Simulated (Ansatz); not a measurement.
**How fast states decay through Ca2AlBrN2**

Wanted: the relaxed cell of Ca2AlBrN2, its band edges and its decay constants. It is built by putting Al for B, Ca for Sr in the Sr2BBrN2 structure of space group R-3m, with the volume rescaled by atomic radii. The parent structure comes from the Materials Project.

Program: Ansatz 0.2.0. Level of theory: r2SCAN DFT, plane waves, PAW files, in the first sound run; inputs show where later runs differ. Results are calculated unless marked as measured.

This is a report of a sequence of runs, with most program output left out.

The structure was built from a prototype and need not be the compound's stable phase.

## Step 1: Starting point

The structure is trigonal, space group R-3m (No. 166). The conventional cell has a = 4.108 Å, b = 4.108 Å, c = 26.422 Å, α = 90.00°, β = 90.00°, γ = 120.00°. Ca has 3 N at 2.51 Å and 3 Al at 3.20 Å and 3 Br at 3.28 Å nearest. Nearest to Al lie 2 N at 1.34 Å. Br has 6 Ca at 3.28 Å nearest. N has 1 Al at 1.34 Å and 3 Ca at 2.51 Å nearest. It derives from Sr2BBrN2. Al for B, Ca for Sr in the Sr2BBrN2 structure of space group R-3m. Farther neighbours and most contacts between anions are not listed.

## Step 2: Cell and atoms at rest

The substituted atoms don't fit the parent's cell, so cell and atoms relax together. A small smearing keeps the run stable in case the gap closes on the way.

Input file input.yaml:

```yaml
crystal:
  lattice:
    - [2.0539903791, 1.1858718983, 8.8074523933]
    - [-2.0539903791, 1.1858718983, 8.8074523933]
    - [0.0, -2.3717437966, 8.8074523933]
  atoms:
    - { symbol: Ca, position: [0.247835, 0.247835, 0.247835] }
    - { symbol: Ca, position: [0.752165, 0.752165, 0.752165] }
    - { symbol: Al, position: [0.5, 0.5, 0.5] }
    - { symbol: Br, position: [0.0, 0.0, 0.0] }
    - { symbol: "N", position: [0.449422, 0.449422, 0.449422] }
    - { symbol: "N", position: [0.550578, 0.550578, 0.550578] }
kpoints:
  mp_grid: { grid: [6, 6, 6] }
scf:
  occupations: { method: gaussian, width: 0.03 }
hamiltonian:
  xc: r2scan
output:
  forces: true
  stress: true
relax:
  f_tol: 0.02
  max_steps: 60
  cell: {}
```

Started as:

```bash
> ansatz run input.yaml --threads 2 --pin off --max-ram 4096MiB --backend cpu --events-out ev --progress --plain --runs-dir out
```

Elapsed: 59 s, on 2 threads of Arm Neoverse V2, shared host; peak memory 0.72 GiB; 1.9 min of CPU time.

Step by step:

```tsv
step	energy less that of the first step (eV)	largest force component (eV/Å)	pressure (GPa)	volume (Å³)
1	0.0000	31.8951	30.09	128.72
2	-7.5922	11.2973	12.86	120.00
3	-9.2229	4.0750	7.74	116.63
4	-9.6612	1.4337	1.66	120.30
5	-9.7024	0.5891	-0.24	121.79
6	-9.7199	0.0195	-0.03	121.46
7	-9.7200	0.0056	-0.01	121.48
8*	-9.7196	0.0056	-0.01	121.48
```

Relaxation steps marked * repeat the geometry before them on a plane-wave basis chosen anew for their cell, so energy and pressure can jump there.

The run keeps the 12 symmetry operations that it works with, so distortions that break them were not tested.

```tsv
conventional cell, symmetrised	before	after	change
a (Å)	4.108	3.831	-6.7 %
b (Å)	4.108	3.831	-6.7 %
c (Å)	26.422	28.674	+8.5 %
volume (Å³/atom)	21.45	20.25	-5.6 %
```

The atoms that moved most (Å, as changes of fractional coordinates times the final cell):

```tsv
atom	dx	dy	dz	length
N5	0.000	0.000	-0.280	0.280
N6	0.000	0.000	0.280	0.280
Ca2	0.000	0.000	-0.261	0.261
Ca1	0.000	0.000	0.261	0.261
```

The relaxed structure:

```cif
data_structure
_symmetry_space_group_name_H-M 'P 1'
_symmetry_Int_Tables_number 1
_cell_length_a 9.8107
_cell_length_b 9.8107
_cell_length_c 9.8107
_cell_angle_alpha 22.518
_cell_angle_beta 22.518
_cell_angle_gamma 22.518
_cell_volume 121.48
loop_
_atom_site_label
_atom_site_type_symbol
_atom_site_fract_x
_atom_site_fract_y
_atom_site_fract_z
_atom_site_occupancy
Ca1 Ca 0.25692 0.25692 0.25692 1
Ca2 Ca 0.74308 0.74308 0.74308 1
Al3 Al 0.50000 0.50000 0.50000 1
Br4 Br 0.00000 0.00000 0.00000 1
N5 N 0.43965 0.43965 0.43965 1
N6 N 0.56035 0.56035 0.56035 1
```

This step gave:

```yaml
free_energy: -7753.9127 eV
fermi_energy: 5.465 eV
pressure: -0.01161 GPa
```

The largest force component on a free atom ends at 0.0056 eV/Å.

## Step 3: The bulk crystal and its band edges

The energy window and the wavevectors of the next steps follow from the band edges, so these are searched first, off the mesh as well.

Input file input.yaml:

```yaml
crystal:
  lattice:
    - [1.9154479418, 1.1058843848, 9.5581087964]
    - [-1.9154479418, 1.1058843848, 9.5581087964]
    - [0.0, -2.2117687696, 9.5581087964]
  atoms:
    - { symbol: Ca, position: [0.2569236716, 0.2569236716, 0.2569236716] }
    - { symbol: Ca, position: [0.7430763284, 0.7430763284, 0.7430763284] }
    - { symbol: Al, position: [0.5, 0.5, 0.5] }
    - { symbol: Br, position: [0.0, 0.0, 0.0] }
    - { symbol: "N", position: [0.4396494271, 0.4396494271, 0.4396494271] }
    - { symbol: "N", position: [0.5603505729, 0.5603505729, 0.5603505729] }
kpoints:
  mp_grid: { grid: [6, 6, 6] }
  band_path: { path: [VBM, CBM], npoints: 30 }
scf:
  occupations: { method: fixed }
hamiltonian:
  xc: r2scan
output:
  eigenvalues: true
  write_potential: true
  write_density: true
  volumetric_format: npy
  elf: true
```

It took 25 s on 2 threads; peak memory 0.62 GiB.

Numbers from this step:

```
Fermi energy        : 4.661 eV
gap on the k-mesh   : 1.607 eV
gap on path         : 1.607 eV, by band count; negative where bands overlap
direct gap on path  : 1.790 eV
edge places on path : 0, 0.9532 1/A along the path
```

Electronic bands along the path, in eV, zero at the Fermi level (highest filled level under fixed occupations); v1 is the highest filled band, c1 the lowest empty one:

```tsv
point	v4	v3	v2	v1	c1	c2	c3	c4
VBM	-1.03	-0.77	-0.44	0.00	3.44	4.21	5.48	6.01
halfway	-1.08	-0.41	-0.39	-0.09	2.64	5.08	5.62	6.12
CBM	-0.32	-0.32	-0.18	-0.18	1.61	5.23	6.40	6.40
```

Valence density in the ac plane of the cell as run, not the conventional one, at fractional y = 0.500, with atoms of Al and N within 0.2 Å of it. It is the smooth field of the valence electrons, not physical close to the nuclei.

Ten even steps from '_' (0.0 e/Å³) to '@' (3.4 e/Å³), each cell a mean:
```
________________________________________......__________
__________________________________________..::..________
____________________________________________..::::______
____________________..________________________..::::____
__________________........______________________..::::__
____________________..::--::______________________......
..__________________..::==++--..______________________..
______________________..::**%%++::______________________
________........________..--##@@##--____________________
__________..::::....______..--##@@%%--__________________
____________::====--..______..--##@@%%--..______________
____________..--**##==::________::++%%##--______________
______________..--%%@@**::________..==**++::____________
________________..==%%@@##--________..::----..__________
__________________..--%%@@##--..______....::::..________
______________________--##@@**::..________......________
________________________::++##++::..____________________
....______________________..--==--..____________________
__..::..______________________..::::..__________________
____::::..______________________......__________________
______::::..____________________________________________
________::::..__________________________________________
__________..::..________________________________________
____________....________________________..______________
```
Columns run along a (9.8 Å), rows up along c (9.8 Å). Atoms in or near the plane, at fractional coordinates: Al at (0.50, 0.50), N at (0.44, 0.44), N at (0.56, 0.56).

Electrostatic potential energy in the ac plane of the cell as run, not the conventional one, at fractional y = 0.500, with atoms of Al and N within 0.2 Å of it. With pseudopotentials it is smooth inside the atoms' cores, unlike the true potential.

Ten even steps from '0' (-33 eV) to '9' (10 eV), each cell a mean:
```
9999998877899999998766689999
9999999988889999999876567999
9999999999889999999987545789
9999889999999999999998754578
8999988899999999999999876457
7999987778976899999999998656
7899998656884269999999999876
7789999754577103899999999988
8889999865556500179999999999
9989998786566550006999999999
9999998446667755100699999999
9999999611466876520169999999
9999999950025677665137999999
9999999995001557756756899999
9999999999600155665688999888
8999999999971016655579999888
7889999999998303775558999987
6678999999999964688767899997
7556899999999998889987889998
8754678999999999999998889999
9875457899999999999999999999
9987546789999999988999999999
9998765678999999988889999999
9999987678899999988777899999
```
Columns run along a (9.8 Å; values clipped at the 3rd and 97th percentile), rows up along c (9.8 Å). Atoms in or near the plane, at fractional coordinates: Al at (0.50, 0.50), N at (0.44, 0.44), N at (0.56, 0.56).

ELF in the ac plane of the cell as run, not the conventional one, at fractional y = 0.500, with atoms of Al and N within 0.2 Å of it. It is the smooth field of the valence electrons, not physical close to the nuclei.

Ten even steps from '_' (0.02) to '@' (0.83), each cell a mean:
```
__..............::::__________________::++**==..________
......::------::....______________..____--**%%**::______
....::::--==++++==--..____________......__--##%%##--____
__::------==**######**==::________....::..__::##%%##--__
__..==++==--==**%%%%@@@@##++::______..::--::__::**%%##--
::..--****++----**%%@@@@@@@@%%==..____..::--::__..++##**
==..::++####**--::**%%@@@@@@@@@@**::____..::--::____--++
::....--##%%%%##--..==%%@@@@%%@@@@##--____..::::::____..
______::**@@@@@@##::__::##@@##++%%@@%%==______......____
________--%%@@@@@@##::__..++@@##==##@@%%==________..____
________..**@@@@@@@@##::____==%%##++##@@%%==____________
__________--##@@@@%%@@##::____--%%%%##%%@@%%--__________
____________==%%@@%%**%%%%--____::%%@@@@@@@@**::________
____________..==%%@@##==##%%==____::%%@@@@@@@@==..______
____......____..==%%@@##==##@@++..__::%%@@@@@@##::______
______..::..______==%%@@%%**%%@@##::__--##@@@@%%++......
--::__..::::::..____--##@@@@%%@@@@%%==..--##%%%%**::..--
++**--....::--::..____::**@@@@@@@@@@%%**----**##**==..::
--####++..__::--::..____..==##@@@@@@@@%%**==--++**++::__
__--##%%**::__::::::..______..==**%%%%%%##**==--====--..
____==%%@@**::__..::..__________..--++**##**++--::::::..
______--##%%**::__......____________..::--======::::....
________::++##**::__________________........::::::......
__________..--++==..________________..----::____......__
```
Columns run along a (9.8 Å), rows up along c (9.8 Å). Atoms in or near the plane, at fractional coordinates: Al at (0.50, 0.50), N at (0.44, 0.44), N at (0.56, 0.56).

The searched edges give 1.61 eV, as on the mesh.

## Step 4: Decaying states in the gap

This step: r2SCAN DFT, plane waves, PAW files; complex bands by layer matching along the plane's normal (Ansatz 0.2.0).

The same crystal is laid in a cell whose first two vectors span the (101) plane (indices of the standard conventional cell, whose axes can be ordered otherwise than in the bulk input). At fixed energy and wavevector in the plane the solver finds all kz, real and complex. A few wavevectors are listed, (0, 0) and (-0.5, 0) in units of the plane's reciprocal vectors; the slowest state needn't be among them.

Input file input.yaml:

```yaml
crystal:
  lattice:
    - [3.830895884, 0.0, 0.0]
    - [1.915447942, 9.621872169, 0.0]
    - [1.915447942, -0.381312571, 3.295667334]
  atoms:
    - { symbol: Ca, position: [0.4861526568, 0.7707710148, 0.2569236716] }
    - { symbol: Ca, position: [0.5138473432, 0.2292289852, 0.7430763284] }
    - { symbol: Al, position: [0.0, 0.5, 0.5] }
    - { symbol: Br, position: [0.0, 0.0, 0.0] }
    - { symbol: "N", position: [0.1207011458, 0.3189482813, 0.4396494271] }
    - { symbol: "N", position: [0.8792988542, 0.6810517187, 0.5603505729] }
kpoints:
  mp_grid: { grid: [8, 8, 8] }
scf:
  occupations: { method: fixed }
hamiltonian:
  xc: r2scan
output:
  eigenvalues: true
  transmission:
    leads: [[0, 0]]
    kpoints: [[0.0, 0.0], [-0.5, 0.0]]
    e_range: [-1.0, 2.61]
    de: 0.09
```

The job ended after 2 min (2 threads; peak memory 1.2 GiB).

This step gave:

| Quantity | Value |
| --- | --- |
| free energy | -7753.9131 eV |
| level to which the leads are filled | 0.8035 eV from the Fermi level |
| decay constant at the filling level, zone centre | 0.2070 Å⁻¹ |
| decay constant at the filling level, slowest listed point | 0.207 Å⁻¹ |

K parallel (0, 0); values up to 1.5 1/Å, a degenerate pair printed once or twice; energies at which all values exceed this have no row. Im kz of the slowest decaying states against energy, zero at the highest filled level on the SCF mesh:

```tsv
energy (eV)	decay 1 (Å⁻¹)	decay 2 (Å⁻¹)	decay 3 (Å⁻¹)	decay 4 (Å⁻¹)
-1.00	0.175	0.288	0.423	0.471
-0.82	0.139	0.321	0.328	0.482
-0.64	0.349	0.405	0.510	0.532
-0.46	0.292	0.370	0.435	0.526
-0.28	0.0614	0.242	0.381	0.386
-0.10	0.141	0.323	0.412	0.446
-0.01	0.159	0.383	0.415	0.486
0.08	0.173	0.416	0.419	0.425
0.26	0.193	0.426	0.485	0.554
0.44	0.205	0.431	0.530	0.557
0.62	0.209	0.434	0.559	0.567
0.80	0.207	0.436	0.561	0.598
0.98	0.198	0.436	0.561	0.595
1.16	0.180	0.434	0.561	0.590
1.34	0.149	0.432	0.561	0.585
1.52	0.0910	0.429	0.560	0.578
1.70	0.425	0.559	0.569	0.658
1.88	0.420	0.557	0.560	0.660
2.06	0.414	0.550	0.556	0.660
2.24	0.408	0.539	0.555	0.660
2.42	0.402	0.528	0.554	0.657
2.60	0.394	0.516	0.555	0.647
```

K parallel (0, 0). Table of Re kz of states that move upwards by energy, zero at the highest filled level on the SCF mesh:

```tsv
energy (eV)	channel 1 (Å⁻¹)	channel 2 (Å⁻¹)	channel 3 (Å⁻¹)
-1.00	-0.360	-0.115	-
-0.91	-0.321	-	-
-0.82	-0.282	-	-
-0.73	-0.808	-0.244	-
-0.64	-0.694	-0.207	-
-0.55	-0.607	-0.168	-
-0.46	-0.525	-0.126	-
-0.28	-0.334	-	-
-0.19	-0.113	-	-
-0.10	0.428	-	-
-0.01	0.801	-	-
0.08	-	-	-
0.17	-	-	-
0.26	-	-	-
0.35	-	-	-
0.44	-	-	-
0.53	-	-	-
0.62	-	-	-
0.71	-	-	-
0.89	-	-	-
0.98	-	-	-
1.07	-	-	-
1.16	-	-	-
1.25	-	-	-
1.34	-	-	-
1.43	-	-	-
1.52	-	-	-
1.61	0.0180	-	-
1.70	0.101	-	-
1.79	0.146	-	-
1.88	0.184	-	-
2.06	0.253	-	-
2.15	0.286	-	-
2.24	0.319	-	-
2.33	0.352	-	-
2.42	0.387	-	-
2.51	0.422	-	-
2.60	0.459	-	-
```

K parallel (-0.5, 0); values up to 1.5 1/Å, a degenerate pair printed once or twice; energies at which all values exceed this have no row. The Im kz of the slowest decaying states by energy, zero at the highest filled level on the SCF mesh:

```tsv
energy (eV)	decay 1 (Å⁻¹)	decay 2 (Å⁻¹)	decay 3 (Å⁻¹)	decay 4 (Å⁻¹)
-1.00	0.166	0.454	0.516	0.860
-0.82	0.0292	0.309	0.360	0.384
-0.64	0.0982	0.423	0.466	0.667
-0.46	0.174	0.436	0.487	0.818
-0.28	0.127	0.183	0.216	0.445
-0.10	0.254	0.304	0.450	0.520
-0.01	0.278	0.335	0.452	0.530
0.08	0.186	0.231	0.293	0.361
0.26	0.305	0.348	0.394	0.411
0.44	0.365	0.379	0.403	0.471
0.62	0.382	0.419	0.523	0.566
0.80	0.396	0.441	0.527	0.559
0.98	0.407	0.460	0.516	0.546
1.16	0.415	0.479	0.515	0.522
1.34	0.420	0.491	0.499	0.516
1.52	0.423	0.480	0.506	0.519
1.70	0.425	0.473	0.509	0.523
1.88	0.425	0.468	0.509	0.529
2.06	0.423	0.462	0.508	0.540
2.24	0.420	0.456	0.506	0.530
2.42	0.415	0.449	0.504	0.520
2.60	0.409	0.440	0.504	0.508
```

At the listed wavevectors the last open channel is at -0.01 eV and the next at +1.61 eV on the grid. At +0.80 eV, the grid energy nearest the filling level (the middle of the gap on the SCF mesh), the slowest state at the listed wavevectors decays with κ = 0.207 Å⁻¹, its amplitude falling by e over 4.8 Å. Through 1 nm of this crystal that state's transmission falls by exp(−2 × 0.207 Å⁻¹ × 10 Å) = 0.016.

## Step 5: Decay over the two-dimensional zone

The listed points could miss the slowest state, so one energy near mid-gap is solved on a mesh of 10×4.

Edit input.yaml of step 4 so:

```diff
@@ -20,6 +20,2 @@
   eigenvalues: true
-  transmission:
-    leads: [[0, 0]]
-    kpoints: [[0.0, 0.0], [-0.5, 0.0]]
-    e_range: [-1.0, 2.61]
-    de: 0.09
+  transmission: { leads: [[0, 0]], kmesh: [10, 4], e_range: [0.8, 0.81], de: 0.05 }
```

It took 2.2 min on 2 threads; peak memory 1.4 GiB; 4.4 min of CPU time.

This step gave:

* least decay constant on the mesh: 0.207 Å⁻¹

Slowest decay constant (1/Å; 0 where a channel is open) over k1 and k2. At 0.8000 eV from the Fermi level.

Ten even steps from '0' (0.207) to '9' (0.449):
```
8899413999
7899202998
8999314998
7899747998
```
Columns: k1 (b1) from -0.5 to 0.4; rows upwards: k2 (b2) from -0.5 to 0.25.

The least value on the mesh is 0.207 Å⁻¹ at +0.80 eV. At that energy the listed points give about 0.207 Å⁻¹ by interpolation, so the mesh holds no clearly slower state.

## Step 6: What came out

| Property | Result |
| --- | --- |
| band gap | 1.61 eV |
| least decay constant at mid-gap, normal to (101) | 0.207 Å⁻¹ |
| least decay constant on a mesh, normal to (101) | 0.207 Å⁻¹ |

**Reading.** With r2SCAN, the slowest decay at the wavevectors tried is κ = 0.207 Å⁻¹, normal to (101). Through such a film the transmission near mid-gap falls as exp(−2κd), a factor of ten every 5.6 Å. A free electron under a barrier of half the gap would need a mass of 0.20 mₑ to decay at this rate. The compound is made up by substitution; its stability against other phases and against distortions of the cell's symmetry was not tested. r2SCAN still narrows gaps, if less than LDA and GGA do, so real decay constants are likely larger.

[Logs are printed without paths, hosts, clocks, repeated set-up lines and the standing remarks that a program may print on its own settings, such as how far it seeks lower states.]

[Hosts, paths, dates, database ids (printed as entryN), source tags and the programs' standing remarks are cut or masked in the printed files.]
